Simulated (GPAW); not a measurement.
# Foreign atoms in a Na chain: which ones block the current?

One atom thick, a chain of Na offers 1 channel a spin at the Fermi level. How much of the current survives when a foreign atom sits in the chain or at its side?

Set-up. GPAW 26.7.0 in a basis of numerical atomic orbitals with PAW setups; lead and junction are solved self-consistently in repeated cells 9 Å or more across, their Hamiltonian and overlap matrices go into Green's functions with semi-infinite leads (ASE), and T is the Landauer transmission at zero bias, at the junction cell's Fermi level, for one spin or as the mean of both where a run is spin-polarised. Basis dzp and PBE unless a column says otherwise. The structures were built from estimated bond lengths and not relaxed.

Results:

| atom | place | T, dzp | T, minimal basis |
| --- | --- | --- | --- |
| Ti | in line, replacing one chain atom | 0.933 | 0.961 |
| C | in line, replacing one chain atom | 0.538 | 0.508 |
| Ag | on top of one chain atom | 0.254 | 0.342 |
| S | beside one bond | 0.0951 | 0.0525 |
| C | two in line | 0.0888 | 0.101 |

What this shows: T at the Fermi level runs from 0.933 (Ti in line) down to 0.0888 (C ×2 in line), against 1 open channel a spin in the clean chain. The minimal basis misses the dzp value by a median factor of 1.14 and by 1.8 at worst, to be set beside the factor of 10.5 between the ends of the table.

What the numbers leave out: An evenly spaced straight chain is an idealisation of an electrode: free chains dimerise or zigzag, and their density of states has sharper edges than a bulk metal's. Once the lead is aligned to the junction's end layer, its own Fermi level lies within 0.01 eV of the zero used here in the dzp runs. No run was spin-polarised, so magnetic states weren't tested. Element, place and number of foreign atoms change together from row to row, so the order can't be credited to the element alone. T at one energy can sit on the flank of a resonance and move with small shifts of the Fermi level. Junctions whose dzp lead is shut at the Fermi level or whose end layer misses the lead by over 0.25 eV were left out, as were H in line (its neighbours overlap directly) and, where atoms were relaxed, moves over 0.6 Å, which change the site.
